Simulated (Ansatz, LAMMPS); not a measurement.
# Amorphous 64SiO2-25Y2O3-11Al2O3 (mol %) (164 atoms): geometry optimisation, part 2 of 2

Wanted: the relaxed structure of amorphous 64SiO2-25Y2O3-11Al2O3 (mol %) (164 atoms) and its electronic structure.

Ansatz 0.2.0; Kohn-Sham DFT, r2SCAN, PAW (set soft_2), plane waves.

The cell: 28 Si, 22 Y, 10 Al and 104 O. The quench rate of 1000 K/ps is many orders above laboratory rates. The starting topology of bonds comes from the classical model. Sampling is at Γ alone, for a cell whose shortest periodic width is 13 Å.

So far. Step 4 (Cell and atoms relaxed): The relaxation changed the energy by -47.0 meV/atom, and atoms moved by 0.32 Å r.m.s., 1.1 Å at most.

**6. Single point at the relaxed geometry**

The electronic structure is read at the final geometry, in a run of its own.

File input.yaml:

```yaml
crystal:
  lattice:
    - [12.85445, 0.11292, 0.17287]
    - [0.11292, 13.15309, 0.43988]
    - [0.17287, 0.43988, 12.65208]
  atoms:
    - { symbol: Si, position: [0.73832, 0.19598, 0.83246] }
    - { symbol: Si, position: [0.96524, 0.31297, 0.13572] }
    - { symbol: Si, position: [0.4174, 0.03595, 0.98563] }
    - { symbol: Si, position: [0.94877, 0.08277, 0.79148] }
    - { symbol: Si, position: [0.62911, 0.26956, 0.64487] }
    - { symbol: Si, position: [0.13873, 0.46447, 0.90817] }
    - { symbol: Si, position: [0.98468, 0.35825, 0.68677] }
    - { symbol: Si, position: [0.27427, 0.69035, 0.29353] }
    - { symbol: Si, position: [0.21593, 0.90363, 0.95919] }
    - { symbol: Si, position: [0.56067, 0.91355, 0.14629] }
    - { symbol: Si, position: [0.40367, 0.24145, 0.08403] }
    - { symbol: Si, position: [0.69489, 0.94879, 0.33928] }
    - { symbol: Si, position: [0.89469, 0.32306, 0.35223] }
    - { symbol: Si, position: [0.50894, 0.71793, 0.26349] }
    - { symbol: Si, position: [0.48122, 0.17948, 0.3016] }
    - { symbol: Si, position: [0.38405, 0.60853, 0.64794] }
    - { symbol: Si, position: [0.57403, 0.45211, 0.35459] }
    - { symbol: Si, position: [0.35276, 0.82252, 0.63949] }
    - { symbol: Si, position: [0.60781, 0.00145, 0.82796] }
    - { symbol: Si, position: [0.9276, 0.40202, 0.89683] }
    - { symbol: Si, position: [0.2052, 0.14599, 0.14268] }
    - { symbol: Si, position: [0.86734, 0.87776, 0.58886] }
    - { symbol: Si, position: [0.32583, 0.07807, 0.45268] }
    - { symbol: Si, position: [0.99307, 0.77428, 0.4346] }
    - { symbol: Si, position: [0.78216, 0.51001, 0.45205] }
    - { symbol: Si, position: [0.17018, 0.49651, 0.3967] }
    - { symbol: Si, position: [0.75361, 0.31785, 0.03272] }
    - { symbol: Si, position: [0.04511, 0.00585, 0.58938] }
    - { symbol: "Y", position: [0.36848, 0.19638, 0.66698] }
    - { symbol: "Y", position: [0.25631, 0.42131, 0.66415] }
    - { symbol: "Y", position: [0.80331, 0.93922, 0.15524] }
    - { symbol: "Y", position: [0.12671, 0.28227, 0.49549] }
    [... 126 atom lines left out ...]
    - { symbol: O, position: [0.83729, 0.14195, 0.77141] }
    - { symbol: O, position: [0.79376, 0.02326, 0.31398] }
    - { symbol: O, position: [0.00194, 0.06237, 0.48092] }
    - { symbol: O, position: [0.27188, 0.58411, 0.60884] }
    - { symbol: O, position: [0.58824, 0.96353, 0.71087] }
    - { symbol: O, position: [0.84372, 0.59279, 0.37366] }
kpoints:
  mp_grid: { grid: [1, 1, 1] }
hamiltonian:
  xc: r2scan
scf:
  occupations: { method: fixed }
output:
  forces: true
  stress: true
  populations: intrinsic
  dos:
    method: { smearing: { sigma: 0.15 } }
    de: 0.1
    projected: { site_lists: { Al: [Al], O: [O], Si: [Si], "Y": ["Y"] } }
  eigenvalues: true
  write_density: true
  write_potential: true
  volumetric_format: npy
```

Launch:

```
> ansatz run input.yaml --threads 4 --pin off --max-ram 8192MiB --backend cpu --events-out ev --progress --plain --runs-dir out
```

Run time: 2.1 min. Hardware: 4 threads of Arm Neoverse V2, shared host; peak memory 6.5 GiB; 8.4 min of CPU time.

Numbers from this run:

```yaml
free_energy: -167605.8234 eV
free_energy_per_atom: -1021.9867 eV/atom
scf_cycles: 10
pressure: 0.02169 GPa
r_m_s_force_component: 0.00927 eV/Å
longest_force: 0.04399 eV/Å
fermi_energy: 5.659 eV
spacing_of_highest_filled_and_lowest_empty_level: 4.319 eV
```

Intrinsic-atomic-orbital charges by element and coordination:

```csv
element,coordination,atoms,mean charge (e),spread,least,most
Al,all,10,1.35,0.0357,1.29,1.41
Al,4,9,1.35,0.0311,1.30,1.41
Al,5,1,1.29,0,1.29,1.29
O,all,104,-0.883,0.0444,-0.978,-0.737
O,2,32,-0.918,0.0306,-0.978,-0.861
O,3,58,-0.875,0.0298,-0.948,-0.741
O,4,14,-0.836,0.0592,-0.903,-0.737
Si,all,28,1.75,0.0328,1.70,1.83
Y,all,22,1.33,0.0671,1.16,1.44
Y,5,1,1.31,0,1.31,1.31
Y,6,11,1.33,0.0576,1.26,1.44
Y,7,10,1.33,0.0789,1.16,1.42
```

Density of states as counts of states in windows of 1 eV (from the Fermi level), total and the larger projections:

| from (eV) | to (eV) | total | O p | Y d | O s |
| --- | --- | --- | --- | --- | --- |
| -18 | -17 | 33.2 | 0.5 | 1.1 | 24.2 |
| -17 | -16 | 24.2 | 0.2 | 1.4 | 17.7 |
| -16 | -15 | 3.6 | 0.0 | 0.2 | 2.5 |
| -15 | -11 | 0.0 | 0.0 | 0.0 | 0.0 |
| -11 | -10 | 1.9 | 1.3 | 0.0 | 0.1 |
| -10 | -9 | 8.5 | 5.8 | 0.1 | 0.4 |
| -9 | -8 | 13.7 | 9.6 | 0.1 | 0.7 |
| -8 | -7 | 23.4 | 16.7 | 0.3 | 1.1 |
| -7 | -6 | 33.9 | 25.3 | 0.6 | 1.2 |
| -6 | -5 | 57.1 | 43.5 | 2.0 | 2.0 |
| -5 | -4 | 76.9 | 61.9 | 3.4 | 2.0 |
| -4 | -3 | 103.8 | 88.8 | 5.4 | 1.5 |
| -3 | -2 | 129.5 | 115.0 | 7.3 | 1.0 |
| -2 | -1 | 127.7 | 118.0 | 4.5 | 0.7 |
| -1 | 0 | 46.2 | 43.4 | 1.3 | 0.2 |
| 0 | 1 | 1.2 | 1.1 | 0.0 | 0.0 |
| 1 | 4 | 0.0 | 0.0 | 0.0 | 0.0 |
| 4 | 5 | 7.5 | 0.5 | 4.4 | 0.5 |

With fixed occupations the program's Fermi level is the highest filled level; weight inside the gap is the broadening of levels at its edges.

Between -26 and -18 eV lie 279 more states.

The stored curve holds about 964 of the 1008 electrons; the rest, give or take the few that broadening carries across the Fermi level, lie in deeper levels below its range.

The levels nearest the highest filled one (over half full), pooled over k-points and spins:

| level less the highest filled one (eV) | occupation |
| --- | --- |
| -0.413 | 2 |
| -0.380 | 2 |
| -0.371 | 2 |
| -0.202 | 2 |
| -0.153 | 2 |
| 0 | 2 |
| 4.32 | 0 |
| 4.72 | 0 |
| 4.88 | 0 |
| 5.01 | 0 |
| 5.07 | 0 |
| 5.12 | 0 |

Valence density in the ab plane at fractional z = 0.033, with atoms of Si and Y and Al and O within 0.2 Å of it. It is the smooth field of the valence electrons, not physical close to the nuclei.

Ten steps, logarithmic in the rise over the least value, from '0' (0.0 e/Å³) to '9' (6.4 e/Å³), each cell a mean:
```
234677532234333455421111000136886422
125899753222211233222233211123443210
123677643221100001113567631111221100
112233333332100000013578641111111101
344321124443200011112455421011222112
677632123443211244332222211011222223
688643444322113578753112332111244434
455446787531113689853224566432578764
222247888742112456532235798643688874
123445777533222233221124677532467652
246664333222223444321112333211123211
245653211222223444322111111100000000
123332222211111222211112333210000000
011112334321123443110013565421233311
111222355431247886310013465433578742
122222344321258997410002344335799853
111111112211246765210001232124577642
100111111112234432100000123333223221
101245542112345532100000123332101111
112479974212467753100000011211000111
554579974212367752100000000000000134
887445542111245432100000000001111368
887422111112223343210000000123554468
765333211233333455421000000136886446
```
Columns run along a (12.9 Å), rows up along b (13.2 Å). Atoms in or near the plane, at fractional coordinates: Si at (0.75, 0.32), Y at (0.01, 0.07), Y at (0.20, 0.64), Al at (0.61, 0.73), O at (0.13, 0.93), O at (0.16, 0.16), O at (0.89, 0.35), O at (0.43, 0.35).

Electrostatic potential energy in the ab plane at fractional z = 0.033, with atoms of Si and Y and Al and O within 0.2 Å of it. With pseudopotentials it is smooth inside the atoms' cores, unlike the true potential.

Ten even steps from '0' (-39 eV) to '9' (12 eV), each cell a mean:
```
888755899999987778999999999997447998
998400477899999999999999999999899999
999755777889999999999965899999999999
999999888899999999999843699999999999
999999999999999999998777899999999999
744799999999999999986666799999999999
733798767899999843576776689999876688
998974101478999721376666767998510137
899871000278999987899888412697300026
999985111589998888999999855898632258
997688777899988767899999999999887789
998789999999987667899999999999999999
999999999999998888999999999999999999
999998888899999899999999988999999999
999998877899996348999999976678843689
999999888899983005999999840015500278
999999999999886468999999730004765688
999999999998753468999999874347899999
999998899999863468999999999889999999
889951159999874589999999999999999998
457851159999974589999999999999999875
002688899999987788999999999999999740
001689999999863257899999999999988730
225799999999863247899999999997336863
```
Columns run along a (12.9 Å; values clipped at the 3rd and 97th percentile), rows up along b (13.2 Å). Atoms in or near the plane, at fractional coordinates: Si at (0.75, 0.32), Y at (0.01, 0.07), Y at (0.20, 0.64), Al at (0.61, 0.73), O at (0.13, 0.93), O at (0.16, 0.16), O at (0.89, 0.35), O at (0.43, 0.35).

Mean intrinsic-atomic-orbital charges: Al +1.35, O -0.88, Si +1.75, Y +1.33 e. The largest share in the top eV of filled states is O p (95 % of the projected weight), and in the lowest eV of empty states Y d (71 % of the projected weight).

Local excerpt of 14 atoms (numbers count through the whole input) about O144, picked at random; x, y, z are measured from there.

| atom | x | y | z | distance (Å) | bonds | intrinsic-atomic-orbital charge (e) |
| --- | --- | --- | --- | --- | --- | --- |
| O144 | 0.00 | 0.00 | 0.00 | 0.00 | 3 | -0.92 |
| Si22 | 0.78 | -1.42 | -0.01 | 1.62 | 4 | 1.73 |
| Y42 | 0.70 | 2.17 | -0.25 | 2.30 | 7 | 1.37 |
| O103 | 2.35 | -1.13 | 0.51 | 2.66 | 3 | -0.91 |
| O108 | 1.02 | -2.02 | -1.52 | 2.73 | 2 | -0.91 |
| O97 | 0.24 | -2.59 | 0.99 | 2.78 | 3 | -0.87 |
| Y44 | -2.82 | 0.86 | -0.34 | 2.97 | 6 | 1.43 |
| O161 | 2.51 | 0.97 | -1.27 | 2.98 | 3 | -0.87 |
| O147 | -1.38 | 2.69 | -0.14 | 3.03 | 3 | -0.85 |
| O148 | -2.38 | -0.56 | -1.88 | 3.08 | 2 | -0.86 |
| Si28 | 3.08 | 0.28 | 0.08 | 3.09 | 4 | 1.74 |
| O155 | 2.50 | 1.43 | 1.15 | 3.10 | 3 | -0.88 |
| O163 | -2.78 | -0.27 | 1.52 | 3.18 | 3 | -0.86 |
| O159 | 0.45 | 2.13 | 2.41 | 3.25 | 3 | -0.89 |

The column of bonds counts only the pairs O-Si within 2.12 Å, O-Y within 3.02 Å, O-Al within 2.43 Å; other neighbours, such as metal atoms beside each other in a compound, aren't counted, and periodic images can show an atom twice.

**7. What came out**

| Quantity | Value |
| --- | --- |
| energy change in the relaxation | -47 meV/atom |
| r.m.s. displacement | 0.324 Å |
| largest displacement | 1.073 Å |
| free energy per atom | -1021.9867 eV/atom |
| pressure | 0.02169 GPa |
| r.m.s. force component | 0.00927 eV/Å |
| gap (highest filled to lowest empty level) | 4.319 eV |
| wall time of the 3 DFT runs | 26 min |

**Reading.** Relaxation lowers the energy by 47.0 meV/atom and moves atoms by 0.32 Å r.m.s.; the r.m.s. force component goes from 0.66 to 0.0093 eV/Å, the pressure goes from -3.4 to 0.022 GPa, and the gap from 3.37 to 4.32 eV. Displacements are taken in the final cell, so they leave out its strain. By the final cutoffs 6 of 287 bonded pairs parted and 13 joined. The cell shrank by 3.5 % in volume. From the first step to the last the energy fell by 7.709 eV, across changes of basis, and the largest move was 1.07 Å (Y42). The O-Y bonds change most in mean length: from 2.375 Å (spread 0.184) to 2.355 Å (spread 0.195), and their number from 135 to 141. Counting bonds as in the table, 90 % of Al atoms have 4, 56 % of O atoms have 3, all Si atoms have 4 and 50 % of Y atoms have 6 bonded neighbours. Counting bonds to Si and Al alone, not to Y, 49 % of the oxygens join two of these atoms and 43 % one; 2 % join three; 6 % join none. The highest filled and lowest empty levels differ by 4.32 eV (at Γ alone); a semilocal functional tends to put such gaps too low. In a disordered cell it changes from sample to sample, and tail or defect levels can set it.

**Limits.** The network of bonds at the start is that of the classical potential that made the cell; in DFT 6 of its 287 bonded pairs passed out of the cutoffs and 13 came within them.

[Logs are printed without paths, hosts, clocks, repeated set-up lines and the standing remarks that a program may print on its own settings, such as how far it seeks lower states.]

[Hosts, paths, dates, database ids (printed as entryN), source tags and the programs' standing remarks are cut or masked in the printed files.]
